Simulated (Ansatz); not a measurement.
# How Ni(110) screens a field, part 3 of 3

Wanted: the response of a Ni(110) slab to a perpendicular field.

Ansatz 0.2.0; plane-wave DFT, LDA, Ansatz PAW.

So far. Step 9 (Single point, field 0.4 V/Å): The dipole is 0.177 e·Å. Step 10 (The response): The induced dipole is that of a conductor 9.14 Å thick.

**12. A changed input**

This step: plane-wave DFT, LDA, Ansatz PAW, but for the change named below (Ansatz 0.2.0).

Another changed input: it repeats the earlier run at 0.05 V/Å with hamiltonian.hubbard to sites: [species: Ni, l: d, u_eff: 6.0], double_counting: fll and hamiltonian.dispersion to d3bjatm.

input.yaml

```yaml
crystal:
  lattice:
    - [3.52, 0.0, 0.0]
    - [0.0, 2.4890158698, 0.0]
    - [0.0, 0.0, 24.2225396744]
  atoms:
    - { symbol: Ni, position: [0.5, 0.5, 0.3715547635], spin: 0.7 }
    - { symbol: Ni, position: [0.0, 0.0, 0.4229328581], spin: 0.7 }
    - { symbol: Ni, position: [0.5, 0.5, 0.4743109527], spin: 0.7 }
    - { symbol: Ni, position: [0.0, 0.0, 0.5256890473], spin: 0.7 }
    - { symbol: Ni, position: [0.5, 0.5, 0.5770671419], spin: 0.7 }
    - { symbol: Ni, position: [0.0, 0.0, 0.6284452365], spin: 0.7 }
magnetization:
  spin_polarized: true
kpoints:
  mp_grid: { grid: [14, 20, 1] }
hamiltonian:
  xc: lda
  hubbard: { sites: [{ species: Ni, l: d, u_eff: 6.0 }], double_counting: fll }
  dispersion: d3bjatm
scf:
  occupations: { method: fermi_dirac, width: 0.1 }
  convergence: { dr2_threshold: 1.0e-10 }
efield:
  axis: 3
  dipole_correction: true
  ramp_position: 0.97
  ramp_width: 0.06
  amplitude: 0.05
output:
  forces: true
  write_potential: true
  write_density: true
  volumetric_format: npy
```

Started as:

```
$ ansatz run input.yaml --threads 4 --pin off --max-ram 6144MiB --backend cpu --events-out ev --progress --plain --runs-dir out
```

Log:

```text
Warning: the engine holds no damping parameters fitted to this dispersion correction and functional, so the run takes those fitted to pbe (hamiltonian.dispersion, under Limitations)
Ni: projections on atomic orbitals take those of the free atom [Ne] 3s2 3p6 3d8 4s2, of charge +0.00 (hamiltonian.pseudopotentials.projection_atoms); the dataset's partial waves leave at most 1.6e-6 of an orbital's norm unspanned inside its sphere
Engine: ansatz 0.2.0, x86_64-unknown-linux-gnu
Pseudopotentials: kind: paw
Pseudopotential: Ni, paw, valence charge 18, recommended cutoff 420 eV (normal), Ni.paw.azcp
Functional definition: SPW92
  exchange = slater_x
  correlation = pw_c
Crystal: 6 atoms, lattice volume = 212.222 Å³
Basis set: ecut = 420 eV, 4127 PW (Γ)
Bands: 68, of which v1, the nominal top of the filled ones, is band 54 counted from 1 (53 counted from 0)
Symmetry: 4 space group operations
k-points: 88 of 280
Non-local potential: Ni, projectors of the file, l = 0: 3, l = 1: 2, l = 2: 3, l = 3: 1
PAW form: soft (Blöchl's): semilocal exchange-correlation on the pseudo side does not see the compensation charge
PAW frozen core: Ni, regenerated for the run's functional, and the local potential with it (the file was generated under x = pbe(κ = 0.804, μ = 0.219515), c = pbe(β = 0.066725))
PAW one-centre angular grid: Ni, 590 points (default); XC on 64 Gauss nodes
Initial density: superposition of atomic densities (neutral atoms: chi_scale 0, normalization atom, screened)
Starting moments: Σ|m| = 4.2 μB on 6 of 6 sites
Initial wavefunctions: pseudopotential atomic-orbital guess
Functional: x = slater, c = lda
SCF iter   1: F=—  HF=-34623.944793 eV  |F-HF|=—  |Δ(HF+E_count)|=         —  Δρ=5.69e-2 (↑4.48e-2 ↓5.69e-2)  dr2=3.15e1  dr2_m=8.81e-1  M=3.312 μB ∫|m|=3.678 μB  β_m=0.30  ethr=3.10e-3  p=0.021 e·Å  D=1.83e-2 V/Å  ΔV_dip=-0.44 eV  dr2_dipole=9.93e-5  V_vac-E_F(+/−)=11.16/10.49 eV  ⟨swp⟩=10.7  Hψ=61006  notcnv=0  defer=247
efield: sawtooth ramp at fractional position 0.9700 (set: `efield.ramp_position`, or a place that a band, a saddle search or an elastic batch's reference lends), width 0.0600; the density the first Hamiltonian is built on has a dipole p = 0.021 e·Å; the dipole correction subtracts the counter field D = 1.83e-2 V/Å, which shifts the + side's vacuum level by -0.44 eV against the − side's; the planar-averaged density in the ramp window peaks in size at 7.6e-6 e/Å³
preconditioner: auto → none  [metal: Δε(μ)=0.001 eV  Ē_g=9.532 eV  σ=0.100 eV  W_gap=0.00  n_scr=44 (ndim 8)  ℏωp=19.7 eV  f_vac=0.619  D(μ)=11.96/eV (n_scr^D=124)  sad-step TF]
[...]
SCF iter  93: F=—  HF=-34625.254404 eV  |F-HF|=—  |Δ(HF+E_count)|=         —  Δρ=1.68e-4 (↑5.22e-5 ↓1.68e-4)  dr2=1.35e-5  dr2_m=1.71e-5  M=5.517 μB ∫|m|=5.744 μB  β_m=1.20  ethr=3.64e-8  p=0.027 e·Å  D=2.30e-2 V/Å  ΔV_dip=-0.56 eV  dr2_dipole=1.72e-9  V_vac-E_F(+/−)=4.91/4.36 eV  ⟨swp⟩=3.8  Hψ=32686  notcnv=0  defer=510
Mixer restart at iter 93: flushing history
SCF iter  94: F=—  HF=-34625.254411 eV  |F-HF|=—  |Δ(HF+E_count)|=   6.59e-6  Δρ=1.07e-4 (↑6.94e-5 ↓1.07e-4)  dr2=2.68e-5  dr2_m=2.50e-6  M=5.517 μB ∫|m|=5.744 μB  β_m=1.20  ethr=1.25e-8  p=0.027 e·Å  D=2.30e-2 V/Å  ΔV_dip=-0.56 eV  dr2_dipole=6.62e-6  V_vac-E_F(+/−)=4.91/4.36 eV  ⟨swp⟩=2.4  Hψ=18322  notcnv=0  defer=509  κ⁻¹=1.0e0(r=1)
SCF iter  95: F=—  HF=-34625.254419 eV  |F-HF|=—  |Δ(HF+E_count)|=   8.50e-6  Δρ=1.18e-4 (↑6.39e-5 ↓1.18e-4)  dr2=1.02e-4  dr2_m=2.67e-6  M=5.518 μB ∫|m|=5.744 μB  β_m=1.20  ethr=1.25e-8  p=0.027 e·Å  D=2.34e-2 V/Å  ΔV_dip=-0.57 eV  dr2_dipole=4.02e-5  V_vac-E_F(+/−)=4.90/4.36 eV  ⟨swp⟩=2.0  Hψ=13533  notcnv=0  defer=509  κ⁻¹=9.4e-2(r=2)
SCF iter  96: F=—  HF=-34625.254416 eV  |F-HF|=—  |Δ(HF+E_count)|=   3.14e-6  Δρ=1.14e-4 (↑6.03e-5 ↓1.14e-4)  dr2=1.22e-5  dr2_m=1.94e-6  M=5.517 μB ∫|m|=5.744 μB  β_m=1.20  ethr=1.25e-8  p=0.027 e·Å  D=2.31e-2 V/Å  ΔV_dip=-0.56 eV  dr2_dipole=3.07e-7  V_vac-E_F(+/−)=4.90/4.36 eV  ⟨swp⟩=1.1  Hψ=11992  notcnv=0  defer=509  κ⁻¹=2.8e-3(r=3)
SCF iter  97: F=—  HF=-34625.254416 eV  |F-HF|=—  |Δ(HF+E_count)|=   4.31e-7  Δρ=1.14e-4 (↑5.99e-5 ↓1.14e-4)  dr2=1.21e-5  dr2_m=1.99e-6  M=5.517 μB ∫|m|=5.744 μB  β_m=1.20  ethr=1.13e-8  p=0.027 e·Å  D=2.31e-2 V/Å  ΔV_dip=-0.56 eV  dr2_dipole=2.25e-7  V_vac-E_F(+/−)=4.90/4.36 eV  ⟨swp⟩=1.0  Hψ=11985  notcnv=0  defer=508  κ⁻¹=8.1e-5(r=4)
SCF iter  98: F=—  HF=-34625.254417 eV  |F-HF|=—  |Δ(HF+E_count)|=   9.65e-7  Δρ=1.15e-4 (↑5.94e-5 ↓1.15e-4)  dr2=1.23e-5  dr2_m=2.10e-6  M=5.518 μB ∫|m|=5.744 μB  β_m=1.20  ethr=1.12e-8  p=0.027 e·Å  D=2.31e-2 V/Å  ΔV_dip=-0.56 eV  dr2_dipole=1.99e-7  V_vac-E_F(+/−)=4.90/4.36 eV  ⟨swp⟩=20.7  Hψ=69720  notcnv=0  κ⁻¹=1.9e-5(r=5)
SCF iter  99: F=—  HF=-34625.254416 eV  |F-HF|=—  |Δ(HF+E_count)|=   1.01e-6  Δρ=1.07e-4 (↑5.88e-5 ↓1.07e-4)  dr2=1.08e-5  dr2_m=1.74e-6  M=5.518 μB ∫|m|=5.745 μB  β_m=1.20  ethr=1.12e-8  p=0.027 e·Å  D=2.31e-2 V/Å  ΔV_dip=-0.56 eV  dr2_dipole=1.74e-7  V_vac-E_F(+/−)=4.90/4.36 eV  ⟨swp⟩=3.5  Hψ=29999  notcnv=0  κ⁻¹=1.8e-5(r=6)
SCF iter 100: F=—  HF=-34625.254421 eV  |F-HF|=—  |Δ(HF+E_count)|=   5.72e-6  Δρ=4.75e-5 (↑2.68e-5 ↓4.75e-5)  dr2=4.75e-6  dr2_m=6.02e-7  M=5.518 μB ∫|m|=5.745 μB  β_m=1.20  ethr=1.00e-8  p=0.027 e·Å  D=2.28e-2 V/Å  ΔV_dip=-0.55 eV  dr2_dipole=9.95e-8  V_vac-E_F(+/−)=4.90/4.35 eV  ⟨swp⟩=6.3  Hψ=51265  notcnv=0  κ⁻¹=1.7e-5(r=7)
Occupation matrices written to <dir>
Error: did not converge after 100 iterations: onsite_residual = 1.48e-5 (threshold 1.00e-10), under the density mixer `broyden`, which `scf.mixing.algorithm: auto` chose by the deck's other keys (type `scf.mixing.algorithm: broyden` to keep it); raise `scf.max_iter`, which need not help a stalled SCF, or adjust the mixing (`scf.mixing`) or, under a smearing, its width (`scf.occupations.width`, in either direction: another width is another result); this SCF holds its density and magnetisation to the symmetry operations that it keeps, and cannot end on a state that breaks one of them: if the state sought breaks one, re-run with `crystal.symmetry.detect: [rest of the remark cut]
```

Wall time 6 min (4 threads of Intel Xeon 6975P-C (Granite Rapids), shared host); peak memory 2.1 GiB.

Residual by cycle:

cycle, log10 residual and a bar from the least value:
```
        1        1.5 ############################
       10        0.7 ########################
       19        2.0 ##############################
       28        0.3 #######################
       37       -0.9 ##################
       46       -1.7 ###############
       55       -0.4 ####################
       64       -0.2 #####################
       73       -1.7 ###############
       82       -3.3 ########
       91       -4.3 ####
      100       -5.3
```

The run stopped without converging, so none of its numbers is a property of the system.

After 100 cycles the residual stands at 4.8e-6, still falling.

The program's message: “Error: did not converge after 100 iterations: onsite_residual = 1.48e-5 (threshold 1.00e-10), under the density mixer `broyden`, which `scf.mixing.algorithm: auto` chose by the deck's other keys (type …”

**13. What came out**

- work function: 4.86 eV
- image plane, upper face: 1.45 Å
- induced electrons on the upper face over ε₀E: -1.00
- equivalent conductor thickness p/(ε₀AE): 9.14 Å

**Reading.** The induced charge has its centre 1.45 Å outside the outermost atoms; this is the plane from which a capacitor's gap or an image potential counts. The equivalent conductor thickness exceeds the distance between the outer atoms by 2.92 Å, about the sum of the two image-plane distances. The atoms are held at bulk positions with the tabulated experimental lattice constant. The magnetic order is the one reached from the typed start; other orders were not compared.

[Long decimals in the printed logs are rounded to 6 places.]

[Logs are printed without paths, hosts, clocks, repeated set-up lines and the standing remarks that a program may print on its own settings, such as how far it seeks lower states.]

[Hosts, paths, dates, database ids (printed as entryN), source tags and the programs' standing remarks are cut or masked in the printed files.]

[Maps of the electrostatic potential energy from Ansatz leave out the sawtooth potential of an applied field or a dipole correction, so their vacuum need not be flat; planar profiles and work functions include it.]
